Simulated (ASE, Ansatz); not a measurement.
## Localised basis functions on twisted Ti2CO2 MXene alternating trilayer, 13.17° (285 atoms)

Aim: test how closely localised support functions follow the reference on twisted Ti2CO2 MXene alternating trilayer, 13.17° (285 atoms), and at what cost. A setting counts as converged where the r.m.s. difference of forces stays under 1 % of the r.m.s. force.

Method: Kohn-Sham DFT, r2SCAN+D4, PAW (set soft_2), plane waves, in Ansatz 0.2.0.

## (1) Set-up

The cell holds 285 atoms: 57 C, 114 Ti and 114 O. Cell: a = 13.207 Å, b = 13.207 Å, c = 31.110 Å, α = 90.0°, β = 90.0°, γ = 120.0°. It derives from Ti2CO2 (Ti2CO2 MXene). Ti2CO2 MXene (a = 3.03 Å) under Ti2CO2 MXene (a = 3.03 Å), alternating trilayer, commensurate cell of 19 unit cells a layer, twist 13.17 deg; facing planes 2.9, 2.89 Å apart; 12 Å of vacuum; layers as built, displaced by a Gaussian of 0.01 Å. Regions: layer 1, 95 atoms (19 C, 38 Ti and 38 O); layer 2, 95 atoms (19 C, 38 Ti and 38 O); layer 3, 95 atoms (19 C, 38 Ti and 38 O). Vacuum lies along c.

Limits known from the start: Beside vacuum, support functions can miss their usual error bounds without a warning. The main run has no spin polarisation, so moments on Ti can't form in it, and no Hubbard term. Sampling is at Γ alone, for a cell whose shortest periodic width is 11 Å.

## (2) Plane-wave single point

The first run fixes the reference, at a cutoff of 500 eV.

Input file input.yaml:

```yaml
crystal:
  lattice:
    - [13.2075, 0.0, 0.0]
    - [-6.60375, 11.43803, 0.0]
    - [0.0, 0.0, 31.11]
  atoms:
    - { symbol: C, position: [0.05164, 0.63108, 0.2643] }
    - { symbol: Ti, position: [0.17579, 0.77176, 0.30633] }
    - { symbol: Ti, position: [0.19414, 0.64864, 0.22285] }
    - { symbol: O, position: [0.19394, 0.65123, 0.33614] }
    - { symbol: O, position: [0.17454, 0.7719, 0.19279] }
    - { symbol: C, position: [0.15629, 0.89354, 0.26448] }
    - { symbol: Ti, position: [0.28144, 0.03636, 0.30643] }
    - { symbol: Ti, position: [0.29781, 0.91205, 0.22217] }
    - { symbol: O, position: [0.29781, 0.91285, 0.335] }
    - { symbol: O, position: [0.28246, 0.03682, 0.19281] }
    - { symbol: C, position: [0.00043, 0.00062, 0.26395] }
    - { symbol: Ti, position: [0.12107, 0.13981, 0.30686] }
    - { symbol: Ti, position: [0.13993, 0.0178, 0.22194] }
    - { symbol: O, position: [0.13932, 0.01724, 0.33525] }
    - { symbol: O, position: [0.12267, 0.14148, 0.19297] }
    - { symbol: C, position: [0.10565, 0.26229, 0.26466] }
    - { symbol: Ti, position: [0.22764, 0.40412, 0.30637] }
    - { symbol: Ti, position: [0.24504, 0.27952, 0.2218] }
    - { symbol: O, position: [0.24498, 0.28037, 0.33539] }
    - { symbol: O, position: [0.22831, 0.40409, 0.19289] }
    - { symbol: C, position: [0.21072, 0.52594, 0.26452] }
    - { symbol: Ti, position: [0.33352, 0.66739, 0.30659] }
    - { symbol: Ti, position: [0.35053, 0.54197, 0.22232] }
    - { symbol: O, position: [0.35097, 0.54397, 0.33554] }
    - { symbol: O, position: [0.33513, 0.66716, 0.19287] }
    - { symbol: C, position: [0.31539, 0.78964, 0.26456] }
    - { symbol: Ti, position: [0.43951, 0.9297, 0.30657] }
    - { symbol: Ti, position: [0.45631, 0.80702, 0.22228] }
    - { symbol: O, position: [0.45774, 0.80791, 0.33583] }
    - { symbol: O, position: [0.44016, 0.93127, 0.1925] }
    - { symbol: C, position: [0.26381, 0.15766, 0.26408] }
    - { symbol: Ti, position: [0.38593, 0.29837, 0.30639] }
    [... 247 atom lines left out ...]
    - { symbol: O, position: [0.96478, 0.24582, 0.66445] }
    - { symbol: C, position: [0.94644, 0.36695, 0.73579] }
    - { symbol: Ti, position: [0.07014, 0.51002, 0.77742] }
    - { symbol: Ti, position: [0.08697, 0.38553, 0.6938] }
    - { symbol: O, position: [0.08843, 0.38667, 0.80693] }
    - { symbol: O, position: [0.07016, 0.50944, 0.66475] }
kpoints:
  mp_grid: { grid: [1, 1, 1] }
hamiltonian:
  xc: r2scan
  dispersion: d4
scf:
  occupations: { method: gaussian, width: 0.025 }
output:
  forces: true
  populations: true
  dos:
    method: { smearing: { sigma: 0.15 } }
    de: 0.1
    projected: { site_lists: { C: [C], O: [O], Ti: [Ti] } }
  eigenvalues: true
```

Run with:

```console
$ ansatz run input.yaml --threads 32 --pin off --max-ram 92160MiB --backend cuda --events-out ev --progress --plain --runs-dir out --max-vram 78GiB
```

The program printed:

```text
Engine: ansatz 0.2.0, aarch64-unknown-linux-gnu
Pseudopotentials: kind: paw
Pseudopotential: C, paw, valence charge 4, recommended cutoff 500 eV (meta_gga), C.paw.azcp
Pseudopotential: Ti, paw, valence charge 12, recommended cutoff 500 eV (meta_gga), Ti.paw.azcp
Pseudopotential: O, paw, valence charge 6, recommended cutoff 500 eV (meta_gga), O.paw.azcp
[... 6 lines on functional and potentials left out ...]
device memory: the entry about to start is reckoned to put 21.7 GiB on a device that reports 144.9 GiB free (of which the cap on the GPU budget leaves the run 78.0 GiB)
GPU FFT provider: cuFFT
GPU libraries: cuBLAS 13.8.1, cuFFT 12.4.0, cuSOLVER 12.3.2
GPU matrix products: emulated (plane waves: as basis.precision tells), large ones in fixed point in workspaces of 1.00 GiB
Crystal: 285 atoms, lattice volume = 4699.719 Å³
Basis set: ecut = 500 eV, 119285 PW (Γ), exchange–correlation on 400×400×960 points (64 copies of the dense FFT grid, shifted against one another)
Bands: 1425, of which v1, the nominal top of the filled ones, is band 1140 counted from 1 (1139 counted from 0)
Symmetry: 1 space group operations
Space group: P1 (ITA 1), of the structure as read, at distance tolerance 1.7e-4 Å
k-points: 1
[... 10 lines on functional and potentials left out ...]
Initial density: superposition of atomic densities (neutral atoms: chi_scale 0, normalization atom), corrected by the library's trained network
Initial wavefunctions: pseudopotential atomic-orbital guess
GPU buffer pool allocated for 2400000 grid points (all kernels)
GPU transforms: local potential: pruned to the plane-wave sphere, on 100×100×225; band sums: pruned to the plane-wave sphere, on 100×100×240
Functional: x = r2scan, c = r2scan; τ floored in thin density (d = 2e-4 eV/Å³)
SCF iter   1: F=—  HF=-365022.311155 eV  |F-HF|=—  |Δ(HF+E_count)|=         —  Δρ=2.44e-2  dr2=3.70e1  dr2_τ=2.09e1  ethr=1.77e-3  ⟨swp⟩=7.0  Hψ=5826  notcnv=0  defer=164
preconditioner: auto → Resta (q_TF=auto, 2.418 Å⁻¹)  ε∞=5.3  [insulator: Δε(μ)=0.715 eV  Ē_g=9.642 eV  σ=0.025 eV  W_gap=1.00  n_scr=1102 (ndim 8)  ℏωp=20.0 eV  f_vac=0.357  D(μ)=0.00/eV (n_scr^D=0)  ε∞_Penn≈5.3  vacuum switching on, ρ_ref=6.7e-3 e/Å³]
SCF iter   2: F=—  HF=-365025.307185 eV  |F-HF|=—  |Δ(HF+E_count)|=    3.00e0  Δρ=1.22e-2  dr2=5.06e0  dr2_τ=1.90e0  ethr=1.62e-3  ⟨swp⟩=2.0  Hψ=2251  notcnv=0  defer=243
SCF iter   3: F=—  HF=-365024.900049 eV  |F-HF|=—  |Δ(HF+E_count)|=   4.07e-1  Δρ=4.03e-3  dr2=8.62e-1  dr2_τ=3.26e-2  ethr=2.22e-4  ⟨swp⟩=2.0  Hψ=1791  notcnv=0  defer=243
SCF iter   4: F=—  HF=-365025.015850 eV  |F-HF|=—  |Δ(HF+E_count)|=   1.16e-1  Δρ=2.23e-3  dr2=3.87e-1  dr2_τ=3.35e-2  ethr=3.78e-5  ⟨swp⟩=4.0  Hψ=2975  notcnv=0  defer=243
SCF iter   5: F=—  HF=-365024.987527 eV  |F-HF|=—  |Δ(HF+E_count)|=   2.83e-2  Δρ=7.01e-4  dr2=4.35e-2  dr2_τ=3.05e-3  ethr=1.70e-5  ⟨swp⟩=3.0  Hψ=1745  notcnv=0  defer=243
SCF iter   6: F=—  HF=-365024.950666 eV  |F-HF|=—  |Δ(HF+E_count)|=   3.69e-2  Δρ=3.93e-4  dr2=8.94e-3  dr2_τ=5.51e-4  ethr=1.91e-6  ⟨swp⟩=2.0  Hψ=2346  notcnv=0  defer=243
SCF iter   7: F=—  HF=-365024.966904 eV  |F-HF|=—  |Δ(HF+E_count)|=   1.62e-2  Δρ=1.86e-4  dr2=4.21e-3  dr2_τ=2.73e-4  ethr=3.92e-7  ⟨swp⟩=2.0  Hψ=1743  notcnv=0  defer=243
SCF iter   8: F=—  HF=-365024.955086 eV  |F-HF|=—  |Δ(HF+E_count)|=   1.18e-2  Δρ=9.11e-5  dr2=7.27e-4  dr2_τ=3.10e-5  ethr=1.85e-7  ⟨swp⟩=2.0  Hψ=1667  notcnv=0  defer=243
SCF iter   9: F=—  HF=-365024.955308 eV  |F-HF|=—  |Δ(HF+E_count)|=   2.23e-4  Δρ=7.77e-5  dr2=4.42e-4  dr2_τ=2.67e-5  ethr=3.19e-8  ⟨swp⟩=3.0  Hψ=1930  notcnv=0  defer=243
SCF iter  10: F=—  HF=-365024.955269 eV  |F-HF|=—  |Δ(HF+E_count)|=   3.92e-5  Δρ=2.14e-5  dr2=4.79e-5  dr2_τ=2.19e-6  ethr=1.94e-8  ⟨swp⟩=2.0  Hψ=1749  notcnv=0  defer=243
SCF iter  11: F=—  HF=-365024.964983 eV  |F-HF|=—  |Δ(HF+E_count)|=   9.71e-3  Δρ=1.22e-5  dr2=1.37e-5  dr2_τ=6.72e-7  ethr=2.10e-9  ⟨swp⟩=3.0  Hψ=2337  notcnv=0  defer=243
SCF iter  12: F=—  HF=-365024.964984 eV  |F-HF|=—  |Δ(HF+E_count)|=   9.78e-7  Δρ=6.00e-6  dr2=3.68e-6  dr2_τ=1.80e-7  ethr=6.00e-10  ⟨swp⟩=2.0  Hψ=1846  notcnv=0  defer=243
SCF iter  13: F=—  HF=-365024.964984 eV  |F-HF|=—  |Δ(HF+E_count)|=   5.20e-7  Δρ=3.54e-6  dr2=1.18e-6  dr2_τ=6.68e-8  ethr=1.61e-10  ⟨swp⟩=2.0  Hψ=1756  notcnv=0  defer=243
SCF iter  14: F=—  HF=-365024.964984 eV  |F-HF|=—  |Δ(HF+E_count)|=   1.66e-7  Δρ=1.32e-6  dr2=1.56e-7  dr2_τ=9.53e-9  ethr=5.17e-11  ⟨swp⟩=2.0  Hψ=2107  notcnv=0  defer=243
SCF iter  15: F=-365024.964984 eV  HF=-365024.964984 eV  |F-HF|=1.59e-8  |Δ(HF+E_count)|=   5.36e-8  Δρ=7.25e-7  dr2=5.28e-8  dr2_τ=2.01e-9  ethr=4.39e-12  ⟨swp⟩=13.0  Hψ=7371  notcnv=0
SCF 1 converged in 15 iterations: F = -365024.964984 eV  dr2 = 5.28e-8
  greatest PAW one-centre occupation: 1.000 electrons in one spin orbital (limit 2), on the Ti atom at site 87 (counted from 0), in its partial waves of l = 1
SCF converged after 15 iterations
Free energy (F): -365024.964984 eV
Harris-Foulkes:  -365024.964984 eV  (|F-HF|=1.59e-8)
Internal energy: -365024.964984 eV  (E = F + TS)
E sigma→0 (E₀):  -365024.964984 eV
Fermi energy:    5.749649 eV
--- Per-component energies (eV) ---
  E_band       = -35377.708771
  E_kinetic    = 56238.754150
  E_local      = -1719739.710304  (includes V_loc(G=0)·N_el)
  E_nonlocal   = 7240.294092
  E_hartree    = 837350.330433
  E_xc         = -21839.176806
  E_vxc        = -31171.649724  (∫ρ·V_xc dr)
  E_paw        = -144171.615728  (= ΣΔE_a)
  E_vpaw       = -24676.246656  (= ΣTr[D̂ρ^β])
  E_aug_tail   = 0.136948  (compensation charges beyond the density's cutoff)
  E_vtau       = 2030.101236  (kinetic-family band-sum trace: ∫τ·v_τ [+ j·A + Jᵃ·Aᵃ] dr)
  E_ewald      = 619950.433388
  E_disp       = -20.463674  (pairwise vdW)
  E_core_change = -33.947482  (= ΣΔE_core)
  E_smearing   = -0.000000  (= −TS)
  E_closure    = -0.000000  (closes the sum)
  Σ components = -365024.964984   (vs F -365024.964984, Δ=0.00e0)
--- Forces (eV/Å), atoms counted from 1 ---
[... 285 lines of forces left out ...]
  max |Σ_I F_I| component: 1.94e-4 eV/Å
--- Band table (eV) ---
[... left out ...]
--- Löwdin populations: 285 sites ---
  site symbol       q [e]
[... 285 lines, one an atom, left out ...]
  spilling = 0.003633 (of n_electrons = 2280.000000)
```

Run time: 10 s. Hardware: 1 × NVIDIA GB200 with 32 threads of Arm Neoverse V2, shared host; peak memory 3 GiB.

That memory is the host's; the program planned up to 21.7 GiB on the GPU. Forces of this run were stored rounded, and per-atom blocks of the log weren't kept.

Read from the output:

```yaml
free_energy: -365024.9650 eV
free_energy_per_atom: -1280.7894 eV/atom
scf_cycles: 15
r_m_s_force_component: 0.2044 eV/Å
longest_force: 0.7502 eV/Å
fermi_energy: 5.75 eV
spacing_of_highest_filled_and_lowest_empty_level: 0.573 eV
spilling_of_the_projection: 0.003633
```

Length of the force by element:

```
element  coordination  atoms  mean length of the force (eV/Å)  spread   least   most
      C           all     57                            0.250   0.115  0.0463  0.598
      O           all    114                            0.361   0.151  0.0554  0.654
     Ti           all    114                            0.322   0.135  0.0518  0.750
```

Löwdin charges by element (they lack the spilled electrons, 0.029 e an atom on average):

```
element  coordination  atoms  mean charge (e)  spread   least    most
      C           all     57           -0.966  0.0028  -0.973  -0.960
      O           all    114           -0.653  0.0049  -0.663  -0.642
     Ti           all    114             1.21  0.0047    1.20    1.22
```

By region:

```
 region  atoms  mean length of the force (eV/Å)
layer 1     95                             0.35
layer 2     95                            0.315
layer 3     95                            0.306
```

States in the cell by windows of 1 eV, zero at the Fermi level; some projections on atomic orbitals stand beside the total:

```
from (eV)  to (eV)  total    O p   C p   C s
      -14      -13    0.0    0.0   0.0   0.0
      -13      -12    4.3    0.1   0.0   2.5
      -12      -11   57.3    1.0   0.9  34.5
      -11      -10   52.5    0.5   0.5  35.6
      -10       -7    0.0    0.0   0.0   0.0
       -7       -6  134.2   76.8  13.9   1.0
       -6       -5  314.1  199.5  27.0   1.3
       -5       -4  235.5  170.8  11.3   3.0
       -4       -3  102.6   35.7  33.3   0.2
       -3       -2  152.2   36.0  66.3   0.8
       -2       -1   75.4   21.5  32.1   0.0
       -1        0   12.0    3.5   6.4   0.0
        0        1  115.0   14.0   3.2   0.8
        1        2  259.6   16.2   7.4   0.2
```

Between -26 and -14 eV lie 228 more states.

About 912 of the 2280 electrons lie in deeper levels, below the stored range.

Not all projections were asked for or kept, so they needn't add up to the total.

The levels nearest the highest filled one (over half full), pooled over k-points and spins:

```
level less the highest filled one (eV)  occupation
                               -0.0353           2
                               -0.0253           2
                               -0.0235           2
                               -0.0194           2
                               -0.0041           2
                                     0           2
                                 0.573           0
                                 0.584           0
                                 0.585           0
                                 0.595           0
                                 0.602           0
                                 0.612           0
```

Mean Löwdin charges: C -0.97, O -0.65, Ti +1.21 e (they miss 0.36 % of the electrons, so they add up to more than the cell's charge).

## (3) Structure statistics

These statistics describe the geometry on which the runs were made.

Normalised to the volume that the atoms fill. Pair distribution functions g(r), in bins of 0.2 Å:

```
r (Å)  total   O-O  O-Ti   O-C  Ti-Ti   Ti-C    C-C
 1.90   2.70  0.00  8.45  0.00   0.00   0.00   0.00
 2.10   1.97  0.00  0.17  0.00   0.00  12.00   0.00
 2.30   0.33  0.00  0.00  0.00   0.00   2.06   0.00
 2.50   0.00  0.00  0.00  0.00   0.00   0.00   0.00
 2.70   0.02  0.00  0.00  0.15   0.00   0.00   0.00
 2.90   1.42  0.38  0.00  8.25   0.13   0.00   0.53
 3.10   3.46  7.57  0.00  0.00  10.52   0.00  14.10
 3.30   0.02  0.15  0.00  0.00   0.00   0.00   0.00
 3.50   0.50  0.58  1.27  0.00   0.00   0.00   0.00
 3.70   1.49  0.17  2.18  0.00   0.00   4.80   0.00
 3.90   0.16  0.37  0.31  0.00   0.00   0.00   0.00
 4.10   0.76  0.24  0.32  3.91   0.00   0.00   0.00
 4.30   0.41  0.37  0.25  0.00   1.71   0.00   0.00
 4.50   0.09  0.11  0.21  0.00   0.04   0.00   0.00
 4.70   2.56  1.78  6.44  0.00   0.12   1.24   0.00
 4.90   0.84  0.21  0.16  0.00   0.20   4.54   0.00
 5.10   1.03  0.32  0.27  5.25   0.27   0.00   0.00
 5.30   1.56  2.63  0.17  0.47   5.04   0.00   4.86
 5.50   0.20  0.09  0.26  0.48   0.17   0.00   0.00
 5.70   0.36  1.44  0.15  0.29   0.20   0.00   0.00
 5.90   0.21  0.12  0.27  0.43   0.27   0.00   0.00
 6.10   0.95  1.99  0.14  0.44   1.95   0.35   3.64
 6.30   1.35  0.56  3.47  0.37   0.22   0.37   0.00
 6.50   1.02  1.39  0.43  0.33   0.18   3.57   0.00
 6.70   0.76  0.24  0.31  3.32   0.21   0.35   0.00
 6.90   0.59  0.21  0.57  0.42   1.53   0.41   0.00
 7.10   1.03  0.04  2.18  0.28   0.17   1.58   0.00
 7.30   0.53  0.36  0.29  1.64   0.35   0.36   0.20
```

Bonds by pair of elements; cutoffs follow the first minimum of g(r), held within bounds set by covalent radii, and pairs that aren't listed don't count as bonded:

```
pair A-B  cutoff (Å)  bonds  mean length (Å)  spread (Å)  shortest (Å)  B about A  A about B
    O-Ti        2.64    342             1.97       0.014          1.92          3          3
    Ti-C        2.64    342             2.19       0.014          2.15          3          6
```

How many atoms have how many bonded neighbours:

```
element  mean    3    6
      C     6    0   57
      O     3  114    0
     Ti     6    0  114
```

Bond angles, per cent of each kind in bins of 5°:

```
angle (°)  C-Ti-O  Ti-C-Ti  O-Ti-O  C-Ti-C  Ti-O-Ti
    80–85    12.2      0.0     0.0     0.0      0.0
    85–90    54.5     40.0     0.0   100.0      0.0
    90–95     0.0     40.0     0.0     0.0      0.0
   95–100     0.0      0.0    22.8     0.0     22.2
  100–105     0.0      0.0    77.2     0.0     77.8
  105–110     0.0      0.0     0.0     0.0      0.0
  110–115     0.0      0.0     0.0     0.0      0.0
  115–120     0.0      0.0     0.0     0.0      0.0
  120–125     0.0      0.0     0.0     0.0      0.0
  125–130     0.0      0.0     0.0     0.0      0.0
  130–135     0.0      0.0     0.0     0.0      0.0
  135–140     0.0      0.0     0.0     0.0      0.0
  140–145     0.0      0.0     0.0     0.0      0.0
  145–150     0.0      0.0     0.0     0.0      0.0
  150–155     0.0      0.0     0.0     0.0      0.0
  155–160     0.0      0.0     0.0     0.0      0.0
  160–165     0.0      0.0     0.0     0.0      0.0
  165–170     7.1      0.0     0.0     0.0      0.0
  170–175    26.2      0.0     0.0     0.0      0.0
  175–180     0.0     20.0     0.0     0.0      0.0
```

Bond angles (no mean is given where the spread exceeds 20°):

```
  angle  count  mean (°)  spread (°)
 C-Ti-O   1026         -           -
Ti-C-Ti    855         -           -
 O-Ti-O    342       100         0.6
 C-Ti-C    342      87.7         0.5
Ti-O-Ti    342       100         0.6
```

With the cutoffs above, all C atoms have 6, all O atoms have 3 and all Ti atoms have 6 bonded neighbours.

(Continued in part 2 of 2.)

[Logs are printed without paths, hosts, clocks, repeated set-up lines and the standing remarks that a program may print on its own settings, such as how far it seeks lower states.]

[Hosts, paths, dates, database ids (printed as entryN), source tags and the programs' standing remarks are cut or masked in the printed files.]
